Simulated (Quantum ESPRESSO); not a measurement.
# Cs (Im-3m): from the cell to the phonon bands, part 2 of 3

How does Cs (Im-3m) vibrate, and is this structure a minimum?

Quantum ESPRESSO 7.5; DFT LDA, scalar-relativistic, plane waves, PseudoDojo norm-conserving pseudopotentials.

So far. Step 2 (A probe with smearing): No gap opens on this mesh, so smearing is kept; the start stands at -0.29 GPa. Step 4 (Self-consistent run for the response): The cell stands at 0 GPa, close enough for phonons. The relaxed cell has a = 5.765 Å (conventional setting).

### 5. Linear response on the mesh

Linear response treats each wavevector in the unit cell, with no supercell; the 4×4×4 mesh fixes the range of the force constants to be had.

File ph.in:

```
phonons
 &inputph
    prefix='x',
    outdir='./tmp',
    fildyn='x.dyn',
    tr2_ph=1.0d-18,
    alpha_mix(1)=0.4,
    nmix_ph=8,
    ldisp=.true.,
    nq1=4,
    nq2=4,
    nq3=4,
 /
```

Run with:

```
OMP_NUM_THREADS=1 mpirun -n 4 ph.x -nk 4 -in ph.in > ph.out
```

The program printed:

```text
[banners, grids, parts of the stress and lines that vanish by symmetry left out]
[banner, memory and clock lines left out]
Program PHONON v.7.5

     ./tmp/x.save/

     IMPORTANT: XC functional enforced from input :
     Exchange-correlation= PW
                           (   1   4   0   0   0   0   0)
     Any further DFT definition will be discarded
     Please, verify this is what you really want

     G-vector sticks info

     Reading collected, re-writing distributed wavefunctions in ./tmp/

     Dynamical matrices for ( 4, 4, 4)  uniform grid of q-points
     (   8 q-points):
       N         xq(1)         xq(2)         xq(3)
       1   0.000000000   0.000000000   0.000000000
       2   0.000000000  -0.216506351   0.216506351
       3  -0.000000000   0.433012702  -0.433012702
       4  -0.216506351   0.649519053  -0.433012702
[...]
Number and degeneracy of irreps per q-point
       N         xq(1)         xq(2)         xq(3)   N irreps
       1   0.000000000   0.000000000   0.000000000       1
        3
       2   0.000000000  -0.216506351   0.216506351       3
     No degeneracy
       3  -0.000000000   0.433012702  -0.433012702       3
     No degeneracy
       4  -0.216506351   0.649519053  -0.433012702       3
     No degeneracy
       5   0.000000000   0.000000000   0.433012702       2
        1   2
       6  -0.000000000   0.649519053  -0.216506351       3
     No degeneracy
       7   0.433012702  -0.433012702   0.433012702       1
        3
       8  -0.000000000   0.000000000  -0.866025404       1
        3

     Calculation of q =    0.0000000   0.0000000   0.0000000

     phonons

     bravais-lattice index     =            0
     lattice parameter (alat)  =       9.4350  a.u.
     unit-cell volume          =     646.5440 (a.u.)^3
     number of atoms/cell      =            1
     number of atomic types    =            1
     kinetic-energy cut-off    =      53.0000  Ry
     charge density cut-off    =     212.0000  Ry
     convergence threshold     =      1.0E-18
     beta                      =       0.4000
     number of iterations used =            8
     Exchange-correlation= PW
                           (   1   4   0   0   0   0   0)

     celldm(1)=    9.43496  celldm(2)=    0.00000  celldm(3)=    0.00000
     celldm(4)=    0.00000  celldm(5)=    0.00000  celldm(6)=    0.00000

     crystal axes: (cart. coord. in units of alat)
               a(1) = (  0.5774  0.5774  0.5774 )
               a(2) = ( -0.5774  0.5774  0.5774 )
               a(3) = ( -0.5774 -0.5774  0.5774 )

     reciprocal axes: (cart. coord. in units 2 pi/alat)
               b(1) = (  0.8660  0.0000  0.8660 )
               b(2) = ( -0.8660  0.8660  0.0000 )
               b(3) = (  0.0000 -0.8660  0.8660 )

     Atoms inside the unit cell:

     Cartesian axes

     site n.  atom      mass           positions (alat units)
        1  Cs    132.9055   tau(    1) = (    0.00000    0.00000    0.00000  )

     Computing dynamical matrix for
                    q = (   0.0000000   0.0000000   0.0000000 )

     49 Sym.Ops. (with q -> -q+G )

     G cutoff =  478.0310  (  33573 G-vectors)     FFT grid: ( 45, 45, 45)

     number of k points=    29  Marzari-Vanderbilt smearing, width (Ry)=  0.0200

     PseudoPot. # 1 for Cs read from file:
     ./pseudo/Cs.upf
     Pseudo is Norm-conserving + core correction, Zval =  9.0

     Mode symmetry, O_h (m-3m)  point group:

     Atomic displacements:
     There are    1 irreducible representations

     Representation     1      3 modes -  To be done

     Alpha used in Ewald sum =   2.2000

     Representation #   1 modes #   1   2   3

     Self-consistent Calculation
      iter #   1   av.it.:   5.0
      thresh= 1.000E-02 alpha_mix =  0.400 |ddv_scf|^2 =  1.186E-07
      iter #   2   av.it.:   9.4
      thresh= 3.444E-05 alpha_mix =  0.400 |ddv_scf|^2 =  7.951E-09
      iter #   3   av.it.:  10.6
      thresh= 8.917E-06 alpha_mix =  0.400 |ddv_scf|^2 =  3.348E-10
      iter #   4   av.it.:  11.1
      thresh= 1.830E-06 alpha_mix =  0.400 |ddv_scf|^2 =  2.208E-13
[...]
End of self-consistent calculation

     Convergence has been achieved

     Number of q in the star =    1
     List of q in the star:
[...]
Diagonalizing the dynamical matrix

     q = (    0.000000000   0.000000000   0.000000000 )

 **************************************************************************
     freq (    1) =      -0.010579 [THz] =      -0.352877 [cm-1]
     freq (    2) =      -0.010579 [THz] =      -0.352877 [cm-1]
     freq (    3) =      -0.010579 [THz] =      -0.352877 [cm-1]
 **************************************************************************

     Mode symmetry, O_h (m-3m)  point group:

     freq (   1-   3) =         -0.4  [cm-1]   --> T_1u G_15  G_4- I

     Calculation of q =    0.0000000  -0.2165064   0.2165064
     [... set-up and bands at k+q left out ...]

     Mode symmetry, C_2v (mm2)  point group:

     Atomic displacements:
     There are    3 irreducible representations

     Representation     1      1 modes -  To be done

     Representation     2      1 modes -  To be done

     Representation     3      1 modes -  To be done

     Message from routine init_vloc:
     Interpolation table for Vloc re-allocated

     Alpha used in Ewald sum =   2.2000

     Representation #   1 mode #   1

     Self-consistent Calculation

[...]
[... iterations left out ...]
[...]
End of self-consistent calculation

     Convergence has been achieved

     Representation #   2 mode #   2

     Self-consistent Calculation

[...]
[... iterations left out ...]
[...]
End of self-consistent calculation

     Convergence has been achieved

     Representation #   3 mode #   3

     Self-consistent Calculation

[...]
[... iterations left out ...]
[...]
End of self-consistent calculation

     Convergence has been achieved

     Number of q in the star =   12
     List of q in the star:
[...]
Diagonalizing the dynamical matrix

     q = (    0.000000000  -0.216506351   0.216506351 )

 **************************************************************************
     freq (    1) =       0.171225 [THz] =       5.711448 [cm-1]
     freq (    2) =       0.499632 [THz] =      16.665920 [cm-1]
     freq (    3) =       0.819690 [THz] =      27.341930 [cm-1]
 **************************************************************************

     Mode symmetry, C_2v (mm2)  point group:

     freq (   1-   1) =          5.7  [cm-1]   --> B_1  D_3  S_3
     freq (   2-   2) =         16.7  [cm-1]   --> B_2  D_4  S_4
     freq (   3-   3) =         27.3  [cm-1]   --> A_1  D_1  S_1

     Calculation of q =   -0.0000000   0.4330127  -0.4330127
     [... set-up and bands at k+q left out ...]

     Mode symmetry, D_2h (mmm)  point group:

     Atomic displacements:
     There are    3 irreducible representations

[...]
Alpha used in Ewald sum =   2.2000

     Representation #   1 mode #   1

[...]
[... iterations left out ...]
[...]
Convergence has been achieved

[...]
Convergence has been achieved

[...]
Convergence has been achieved

     Number of q in the star =    6
     List of q in the star:
[...]
Diagonalizing the dynamical matrix

     q = (   -0.000000000   0.433012702  -0.433012702 )

[...]
freq (    1) =       0.233106 [THz] =       7.775577 [cm-1]
     freq (    2) =       0.706580 [THz] =      23.568977 [cm-1]
     freq (    3) =       1.239818 [THz] =      41.355881 [cm-1]
[...]
Mode symmetry, D_2h (mmm)  point group:

     freq (   1-   1) =          7.8  [cm-1]   --> B_2u
     freq (   2-   2) =         23.6  [cm-1]   --> B_1u
     freq (   3-   3) =         41.4  [cm-1]   --> B_3u

     Calculation of q =   -0.2165064   0.6495191  -0.4330127
     [... set-up and bands at k+q left out ...]

     Mode symmetry, C_s (m)     point group:

     Atomic displacements:
     There are    3 irreducible representations

[...]
Alpha used in Ewald sum =   2.2000

[...]
Convergence has been achieved

[...]
Convergence has been achieved

[...]
Convergence has been achieved

     Number of q in the star =   24
     List of q in the star:
[...]
Diagonalizing the dynamical matrix

     q = (   -0.216506351   0.649519053  -0.433012702 )

[...]
freq (    1) =       0.437639 [THz] =      14.598081 [cm-1]
     freq (    2) =       0.830195 [THz] =      27.692335 [cm-1]
     freq (    3) =       1.108619 [THz] =      36.979551 [cm-1]
[...]
Mode symmetry, C_s (m)     point group:

     freq (   1-   1) =         14.6  [cm-1]   --> A'
     freq (   2-   2) =         27.7  [cm-1]   --> A''
     freq (   3-   3) =         37.0  [cm-1]   --> A'

     Calculation of q =    0.0000000   0.0000000   0.4330127
     [... set-up and bands at k+q left out ...]

     Mode symmetry, C_4v (4mm)  point group:

     Atomic displacements:
     There are    2 irreducible representations

[...]
Alpha used in Ewald sum =   2.2000

[...]
Convergence has been achieved

     Representation #   2 modes #   2   3

[...]
Convergence has been achieved

     Number of q in the star =    6
     List of q in the star:
[...]
Diagonalizing the dynamical matrix

     q = (    0.000000000   0.000000000   0.433012702 )

[...]
freq (    1) =       0.738269 [THz] =      24.625996 [cm-1]
     freq (    2) =       0.738269 [THz] =      24.625996 [cm-1]
     freq (    3) =       0.839743 [THz] =      28.010801 [cm-1]
[...]
Mode symmetry, C_4v (4mm)  point group:

     freq (   1-   2) =         24.6  [cm-1]   --> E    G_5 D_5
     freq (   3-   3) =         28.0  [cm-1]   --> A_1  G_1 D_1

     Calculation of q =   -0.0000000   0.6495191  -0.2165064
     [... set-up and bands at k+q left out ...]

     Mode symmetry, C_2v (mm2)  point group:

     Atomic displacements:
     There are    3 irreducible representations

[...]
Alpha used in Ewald sum =   2.2000

[...]
Convergence has been achieved

     Representation #   2 mode #   2

[...]
Convergence has been achieved

     Representation #   3 mode #   3

[...]
Convergence has been achieved

     Number of q in the star =   12
     List of q in the star:
[...]
Diagonalizing the dynamical matrix

     q = (   -0.000000000   0.649519053  -0.216506351 )

[...]
freq (    1) =       0.764494 [THz] =      25.500765 [cm-1]
     freq (    2) =       0.919884 [THz] =      30.684037 [cm-1]
     freq (    3) =       1.162160 [THz] =      38.765472 [cm-1]
[...]
Mode symmetry, C_2v (mm2)  point group:

     freq (   1-   1) =         25.5  [cm-1]   --> A_1  D_1  S_1
     freq (   2-   2) =         30.7  [cm-1]   --> B_1  D_3  S_3
     freq (   3-   3) =         38.8  [cm-1]   --> B_2  D_4  S_4

     Calculation of q =    0.4330127  -0.4330127   0.4330127
     [... set-up and bands at k+q left out ...]

     Mode symmetry, T_d (-43m)  point group:

     Atomic displacements:
     There are    1 irreducible representations

     Representation     1      3 modes -  To be done

     Alpha used in Ewald sum =   2.2000

     Representation #   1 modes #   1   2   3

     Self-consistent Calculation

[...]
[... iterations left out ...]
[...]
End of self-consistent calculation

     Convergence has been achieved

     Number of q in the star =    2
     List of q in the star:
[...]
2   0.433012702  -0.433012702  -0.433012702

     Diagonalizing the dynamical matrix

     q = (    0.433012702  -0.433012702   0.433012702 )

[...]
freq (    1) =       0.907900 [THz] =      30.284271 [cm-1]
     freq (    2) =       0.907900 [THz] =      30.284271 [cm-1]
     freq (    3) =       0.907900 [THz] =      30.284271 [cm-1]
[...]
Mode symmetry, T_d (-43m)  point group:

     freq (   1-   3) =         30.3  [cm-1]   --> T_2  G_15 P_4

     Calculation of q =   -0.0000000   0.0000000  -0.8660254
     [... set-up and bands at k+q left out ...]

     Mode symmetry, O_h (m-3m)  point group:

     Atomic displacements:
     There are    1 irreducible representations

     Representation     1      3 modes -  To be done

     Alpha used in Ewald sum =   2.2000

     Representation #   1 modes #   1   2   3

     Self-consistent Calculation

      iter #   1   av.it.:   5.1
      thresh= 1.000E-02 alpha_mix =  0.400 |ddv_scf|^2 =  4.462E-07

      [... iterations left out ...]
      iter #   9   av.it.:  11.6
      thresh= 1.444E-10 alpha_mix =  0.400 |ddv_scf|^2 =  3.314E-20

     End of self-consistent calculation

     Convergence has been achieved

     Number of q in the star =    1
     List of q in the star:
          1  -0.000000000   0.000000000  -0.866025404

     Diagonalizing the dynamical matrix

     q = (   -0.000000000   0.000000000  -0.866025404 )

 **************************************************************************
     freq (    1) =       1.096161 [THz] =      36.563991 [cm-1]
     freq (    2) =       1.096161 [THz] =      36.563991 [cm-1]
     freq (    3) =       1.096161 [THz] =      36.563991 [cm-1]
 **************************************************************************

     Mode symmetry, O_h (m-3m)  point group:

     freq (   1-   3) =         36.6  [cm-1]   --> T_1u G_15  G_4-


[key lines of the parts left out:]
the Fermi energy is     2.8650 ev
```

The job ended after 47 min (4 MPI ranks of Intel Xeon at 2.50GHz (Skylake/Cascade Lake), shared host).

Read from the output:

```yaml
largest_acoustic_frequency_at_the_zone_centre_before_the_sum_rule: -0.35 cm⁻¹
lowest_mode_on_the_q_mesh_acoustic_ones_at_the_zone_centre_apart: 5.71 cm⁻¹
```

Frequencies (cm⁻¹) at each irreducible wavevector; negative means imaginary. Frequencies by wavevector:

```
  q (fractions)  star  mode 1  mode 2  mode 3
          0 0 0     1   -0.35   -0.35   -0.35
       0 0 0.25    12    5.71   16.67   27.34
       0 0 -0.5     6    7.78   23.57   41.36
    0 0.25 -0.5    24    14.6   27.69   36.98
 0.25 0.25 0.25     6   24.63   24.63   28.01
 0.25 0.25 -0.5    12    25.5   30.68   38.77
0.25 -0.25 0.25     2   30.28   30.28   30.28
 -0.5 -0.5 -0.5     1   36.56   36.56   36.56
```

The acoustic modes at Γ come out as far as 0.3 cm⁻¹ from zero, where they should vanish, a small numerical error.

### 6. Force constants in real space

The dynamical matrices of the mesh are Fourier-transformed to force constants in real space.

File q2r.in:

```
 &input
    fildyn='x.dyn',
    zasr='simple',
    flfrc='x.fc',
 /
```

Run with:

```
q2r.x < q2r.in > q2r.out
```

The program printed:

```text
[banners, grids, parts of the stress and lines that vanish by symmetry left out]
[banner, memory and clock lines left out]
Program Q2R v.7.5

  reading grid info from file x.dyn0

  reading force constants from file x.dyn1
  Dielectric Tensor not found
  nqs=            1
 q=   0.00000000  0.00000000  0.00000000
  reading force constants from file x.dyn2
  nqs=           12
 q=   0.00000000 -0.21650635  0.21650635
[...]
reading force constants from file x.dyn7
  nqs=            2
[...]
q=   0.43301270 -0.43301270 -0.43301270
  reading force constants from file x.dyn8
  nqs=            1
 q=  -0.00000000  0.00000000 -0.86602540

      q-space grid ok, #points =   64

      fft-check success (sum of imaginary terms < 10^-12)
```

It took 0.83 s on 1 thread.

### 7. Interpolated phonon bands

From the force constants any wavevector is cheap; points of the mesh come back as solved, but for the sum rule and, in polar crystals, the LO-TO term at Γ; the rest is interpolation.

File matdyn.in:

```
 &input
    asr='simple',
    flfrc='x.fc',
    flfrq='x.freq',
    flvec='x.modes',
    q_in_band_form=.true.,
    q_in_cryst_coord=.true.,
 /
8
  0.0000000   0.0000000   0.0000000  12  ! GAMMA
  0.5000000   0.5000000  -0.5000000  12  ! H
  0.5000000  -0.0000000  -0.5000000  12  ! N
  0.0000000   0.0000000   0.0000000  12  ! GAMMA
  0.7500000   0.2500000  -0.2500000  12  ! P
  0.5000000   0.5000000  -0.5000000   1  ! H
  0.7500000   0.2500000  -0.2500000  12  ! P
  0.5000000  -0.0000000  -0.5000000   1  ! N
```

Run with:

```
matdyn.x -in matdyn.in > matdyn.out
```

The program printed:

```text
[banner, memory and clock lines left out]
Program MATDYN v.7.5

 mass for atomic type   1 not given; uses mass from file x.fc
     Message from routine matdyn:
     Z* not found in file x.fc, TO-LO splitting at q=0 will be absent!
     Message from routine matdyn:
     Z* not found in file x.fc, TO-LO splitting at q=0 will be absent!

Note: The following floating-point exceptions are signalling: IEEE_UNDERFLOW_FLAG
```

Wall time 0.71 s (1 thread).

Read from the output:

| Property | Result |
| --- | --- |
| lowest frequency on the path | 0 cm⁻¹ |
| mean frequency | 25.4 cm⁻¹ |
| Debye temperature (second moment) | 50 K |
| logarithmic mean frequency | 23.1 cm⁻¹ |

(Continued in part 3 of 3.)

[Host names and launcher messages were left out of these logs when they were recorded.]

[Logs are printed without paths, hosts, clocks, repeated set-up lines and the standing remarks that a program may print on its own settings, such as how far it seeks lower states.]

[Hosts, paths, dates, database ids (printed as entryN), source tags and the programs' standing remarks are cut or masked in the printed files.]
